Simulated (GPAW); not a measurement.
# How the form of the self-energy moves the gap of H6PbCBr3N (Pm)

How much does the gap of H6PbCBr3N (Pm) depend on the approximation to the self-energy?

Calculated with GPAW 26.7.0; LDA and many-body steps on it, plane waves.

This is a report of a sequence of runs, with most program output left out.

### Step 1. Starting point

The structure is monoclinic, space group Pm (No. 6). The conventional cell has a = 6.039 Å, b = 6.060 Å, c = 6.128 Å, α = 90.00°, β = 90.07°, γ = 90.00°. Nearest to H lie 1 N at 1.04 Å. H has 1 N at 1.04 Å nearest. Nearest to H lie 1 C at 1.09 Å. Nearest to H lie 1 C at 1.10 Å. Nearest to Pb lie 6 Br at 2.98 to 3.11 Å. Nearest to C lie 3 H at 1.09 to 1.10 Å and 1 N at 1.49 Å. Farther neighbours and most contacts between anions are not listed.

As a file:

```xyz
12
Lattice="6.0385 0.0000 0.0000 0.0000 6.0597 0.0000 -0.0077 0.0000 6.1282" Properties=species:S:1:pos:R:3 pbc="T T T"
H     1.3105    5.2241    5.9332
H     1.0720    0.0000    1.2173
H     4.9819    5.1625    0.3776
H     5.2433    0.0000    4.9743
H     4.9819    0.8972    0.3776
H     1.3105    0.8356    5.9332
Pb    2.8662    3.0298    2.9292
C     5.4108    0.0000    6.0578
Br    2.5893    3.0298    5.9612
Br    2.6219    0.0000    3.1420
Br    5.8331    3.0298    2.7009
N     0.8488    0.0000    0.1990
```

The cell and positions are those that the Materials Project relaxed with its own functionals (PBE, PBE+U or r2SCAN), kept fixed. Spin-orbit coupling is left out unless a step names it.

### Step 2. Empty states on the mesh, 2×2×2 mesh, 764 bands

This step: GPAW 26.7.0; DFT, LDA, plane waves, PAW.

The sums over transitions need many empty states on a uniform mesh; this step solves for them.

Input file run.py:

```python
import json
import numpy as np
from gpaw.mpi import world
from gpaw import GPAW

calc = GPAW('gs.gpw').fixed_density(kpts={'size': (2, 2, 2), 'gamma': True},
    parallel={'domain': 1, 'band': 1},
    txt='nscf.txt')
calc.diagonalize_full_hamiltonian(nbands=764)
calc.write('full.gpw', mode='all')
res = {}
kpts = calc.get_ibz_k_points()
res['kpts'] = kpts
res['eigenvalues'] = [calc.get_eigenvalues(kpt=k) for k in range(len(kpts))]
res['n_electrons'] = calc.get_number_of_electrons()

if world.rank == 0:
    with open('result.json', 'w') as f:
        json.dump(res, f, default=lambda x: x.tolist())
```

Command:

```console
$ mpirun -n 8 gpaw python run.py
```

The job ended after 4.5 min (8 MPI ranks of AMD EPYC 7R43, shared host; peak memory 30 GiB; 36 min of CPU time).

Numbers from this step:

* gap: 1.898 eV
* k of the valence top: 0.5, 0.5, 0.5
* k of the conduction bottom: 0.5, 0.5, 0.5
* least direct gap: 1.898 eV
* k points computed: 8
* lowest point of the top converged band, above the valence top: 123.1488 eV

On this mesh the gap is 1.898 eV.

### Step 3. G0W0, Godby-Needs plasmon pole

Now the one-shot GW correction: screening in the RPA, then the self-energy of the levels asked for.

This step: G0W0 on LDA, plane waves, PAW.

Input file run.py:

```python
import json
import numpy as np
from gpaw.mpi import world
from gpaw.response.g0w0 import G0W0

gw = G0W0('full.gpw',
    filename='gw',
    kpts=[0, 7],
    bands=(23, 27),
    ecut=78,
    nbands=350,
    integrate_gamma='WS',
    ppa=True)
gw.calculate()
res = {mode: {k: v for k, v in r.items() if k != 'sigma_eskwn'}
       for mode, r in gw.all_results.items()}

if world.rank == 0:
    with open('result.json', 'w') as f:
        json.dump(res, f, default=lambda x: x.tolist())
```

Command:

```console
$ mpirun -n 8 gpaw python run.py
```

Wall time 76 s (8 MPI ranks); peak memory 5.6 GiB.

Numbers from this step:

| Property | Result |
| --- | --- |
| G0W0 gap on the points computed | 3.064 eV |
| least direct G0W0 gap on the computed points | 3.064 eV |
| Z at the valence top | 0.7966 |
| Z at the conduction bottom | 0.8139 |
| starting gap on the mesh | 1.898 eV |
| k of the valence top | 0.5, 0.5, 0.5 |
| k of the conduction bottom | 0.5, 0.5, 0.5 |

The gap on the mesh goes from 1.90 eV to 3.06 eV, a correction of +1.17 eV.

### Step 4. One-shot HSE06

This step: one-shot HSE06 levels on LDA orbitals, plane waves, PAW.

Input file run.py:

```python
import json
import numpy as np
from gpaw.mpi import world
from gpaw.hybrids.eigenvalues import non_self_consistent_eigenvalues

dft, vxc, vxc_hyb = non_self_consistent_eigenvalues('full.gpw', 'HSE06', 23, 27, kpt_indices=[0, 7])
res = {'dft': dft[0], 'hybrid': (dft - vxc + vxc_hyb)[0]}
if world.rank == 0:
    with open('hybrid.txt', 'w') as f:
        for k, e0, e1 in zip([0, 7], res['dft'], res['hybrid']):
            print(k, ' '.join(f'{x:9.4f}' for x in e0), '|', ' '.join(f'{x:9.4f}' for x in e1), file=f)

if world.rank == 0:
    with open('result.json', 'w') as f:
        json.dump(res, f, default=lambda x: x.tolist())
```

Command:

```console
$ mpirun -n 8 gpaw python run.py
```

Wall time 5.5 s (8 MPI ranks); peak memory 2.4 GiB; 41 s of CPU time.

This step gave:

```yaml
starting_gap_on_the_mesh: 1.898 eV
hybrid_gap_on_the_mesh: 2.837 eV
least_direct_hybrid_gap_on_the_computed_points: 2.837 eV
```

### Step 5. G0W0, extrapolated in the cutoff

This step: G0W0 on LDA, plane waves, PAW.

Input file run.py:

```python
import json
import numpy as np
from gpaw.mpi import world
from gpaw.response.g0w0 import G0W0

gw = G0W0('full.gpw',
    filename='gw',
    kpts=[0, 7],
    bands=(23, 27),
    ecut=130.0,
    integrate_gamma='WS',
    ppa=True,
    ecut_extrapolation=True)
gw.calculate()
res = {mode: {k: v for k, v in r.items() if k != 'sigma_eskwn'}
       for mode, r in gw.all_results.items()}

if world.rank == 0:
    with open('result.json', 'w') as f:
        json.dump(res, f, default=lambda x: x.tolist())
```

Command:

```console
$ mpirun -n 8 gpaw python run.py
```

The job ended after 9 min (8 MPI ranks; peak memory 11 GiB).

This step gave:

```yaml
quasiparticle_gap_on_the_points_computed: 3.328 eV
least_direct_quasiparticle_gap_on_the_computed_points: 3.328 eV
z_at_the_valence_top: 0.7913
z_at_the_conduction_bottom: 0.8120
starting_gap_on_the_mesh: 1.898 eV
k_of_the_valence_top: 0.5, 0.5, 0.5
k_of_the_conduction_bottom: 0.5, 0.5, 0.5
gaps_at_the_cutoffs_of_the_extrapolation: 3.155, 3.173, 3.190 eV
```

Against G0W0 in GPAW (2×2×2 mesh, 350 bands, screening to 78 eV, Godby-Needs plasmon pole), the gap moves by +0.264 eV.

### Step 6. One-shot PBE0

This step: one-shot PBE0 levels on LDA orbitals, plane waves, PAW.

Input file run.py:

```python
import json
import numpy as np
from gpaw.mpi import world
from gpaw.hybrids.eigenvalues import non_self_consistent_eigenvalues

dft, vxc, vxc_hyb = non_self_consistent_eigenvalues('full.gpw', 'PBE0', 23, 27, kpt_indices=[0, 7])
res = {'dft': dft[0], 'hybrid': (dft - vxc + vxc_hyb)[0]}
if world.rank == 0:
    with open('hybrid.txt', 'w') as f:
        for k, e0, e1 in zip([0, 7], res['dft'], res['hybrid']):
            print(k, ' '.join(f'{x:9.4f}' for x in e0), '|', ' '.join(f'{x:9.4f}' for x in e1), file=f)

if world.rank == 0:
    with open('result.json', 'w') as f:
        json.dump(res, f, default=lambda x: x.tolist())
```

Command:

```console
$ mpirun -n 8 gpaw python run.py
```

Run time: 6.5 s. Hardware: 8 MPI ranks; peak memory 2.4 GiB; 48 s of CPU time.

This step gave:

```
starting gap on the mesh                       : 1.898 eV
hybrid gap on the mesh                         : 3.590 eV
least direct hybrid gap on the computed points : 3.590 eV
```

### Step 7. G0W0, full frequency, Hilbert transform

This step: G0W0 on LDA, plane waves, PAW.

Input file run.py:

```python
import json
import numpy as np
from gpaw.mpi import world
from gpaw.response.g0w0 import G0W0

gw = G0W0('full.gpw',
    filename='gw',
    kpts=[0, 7],
    bands=(23, 27),
    ecut=78,
    nbands=350,
    integrate_gamma='WS',
    frequencies={'type': 'nonlinear', 'domega0': 0.1, 'omega2': 15.0},
    eta=0.1,
    nblocksmax=True)
gw.calculate()
res = {mode: {k: v for k, v in r.items() if k != 'sigma_eskwn'}
       for mode, r in gw.all_results.items()}

if world.rank == 0:
    with open('result.json', 'w') as f:
        json.dump(res, f, default=lambda x: x.tolist())
```

Command:

```console
$ mpirun -n 8 gpaw python run.py
```

It took 4.1 min on 8 MPI ranks; peak memory 6 GiB.

This step gave:

* G0W0 gap on the points computed: 3.049 eV
* least direct G0W0 gap on the computed points: 3.049 eV
* starting gap on the mesh: 1.898 eV
* k of the valence top: 0.5, 0.5, 0.5
* k of the conduction bottom: 0.5, 0.5, 0.5

Against G0W0 in GPAW (2×2×2 mesh, 350 bands, screening to 78 eV, Godby-Needs plasmon pole), the gap moves by −0.015 eV.

### Step 8. Side by side

Times are wall times on 8 MPI ranks of AMD EPYC 7R43, shared host, good to a factor of about two.

| run | mesh | bands | screening cutoff (eV) | DFT gap (eV) | gap on the mesh (eV) | direct (eV) | time |
| --- | --- | --- | --- | --- | --- | --- | --- |
| G0W0, Godby-Needs plasmon pole | 2×2×2 | 350 | 78 | 1.898 | 3.064 | 3.064 | 76 s |
| one-shot HSE06 | 2×2×2 | - | - | 1.898 | 2.837 | 2.837 | 5.5 s |
| G0W0, extrapolated in the cutoff | 2×2×2 | - | 130 | 1.898 | 3.328 | 3.328 | 9 min |
| one-shot PBE0 | 2×2×2 | - | - | 1.898 | 3.590 | 3.590 | 6.5 s |
| G0W0, full frequency, Hilbert transform | 2×2×2 | 350 | 78 | 1.898 | 3.049 | 3.049 | 4.1 min |

### Step 9. Results

| Quantity | Value |
| --- | --- |
| G0W0, Godby-Needs plasmon pole | 3.064 eV |
| one-shot HSE06 | 2.837 eV |
| G0W0, extrapolated in the cutoff | 3.328 eV |
| one-shot PBE0 | 3.590 eV |
| G0W0, full frequency, Hilbert transform | 3.049 eV |
| known limits | not at the basis limit; no spin-orbit coupling; coarse k mesh |

One-shot HSE06: −0.228 eV against G0W0, Godby-Needs plasmon pole. G0W0, extrapolated in the cutoff: +0.264 eV against G0W0, Godby-Needs plasmon pole, at other bands or cutoff, so not like for like. One-shot PBE0: +0.525 eV against G0W0, Godby-Needs plasmon pole. G0W0, full frequency, Hilbert transform: −0.015 eV against G0W0, Godby-Needs plasmon pole. One-shot hybrid levels are evaluated on the LDA orbitals. Bands and cutoff are finite, so the gap is not at the basis limit. The miss can reach some tenths of an eV and take either sign; the mesh is an error of its own. These stock PAW sets were not made for GW; the filled d or f shell of Br lies in the frozen core, which bears on start and correction. In the G0W0 runs levels were corrected at 2 k points alone, so a gap called «on the mesh» is the least over those, and an edge elsewhere would be missed. The 2×2×2 mesh is coarse for this cell, which bears on the long-range parts of exchange and screening. Where an edge is built on 6p states of lead, bismuth or thallium, scalar-relativistic gaps usually stand too wide, by a few tenths to over one eV. The many-body steps are scalar-relativistic: spin-orbit coupling is not in them.

[Paths, hosts, dates, memory and timing lines, banners, echoed tables and standing remarks are left out of the program output.]

[Logs are printed without paths, hosts, clocks, repeated set-up lines and the standing remarks that a program may print on its own settings, such as how far it seeks lower states.]

[Runs of the session that timed out or met a known fault of the program may be left out.]

[Hosts, paths, dates, database ids (printed as entryN), source tags and the programs' standing remarks are cut or masked in the printed files.]
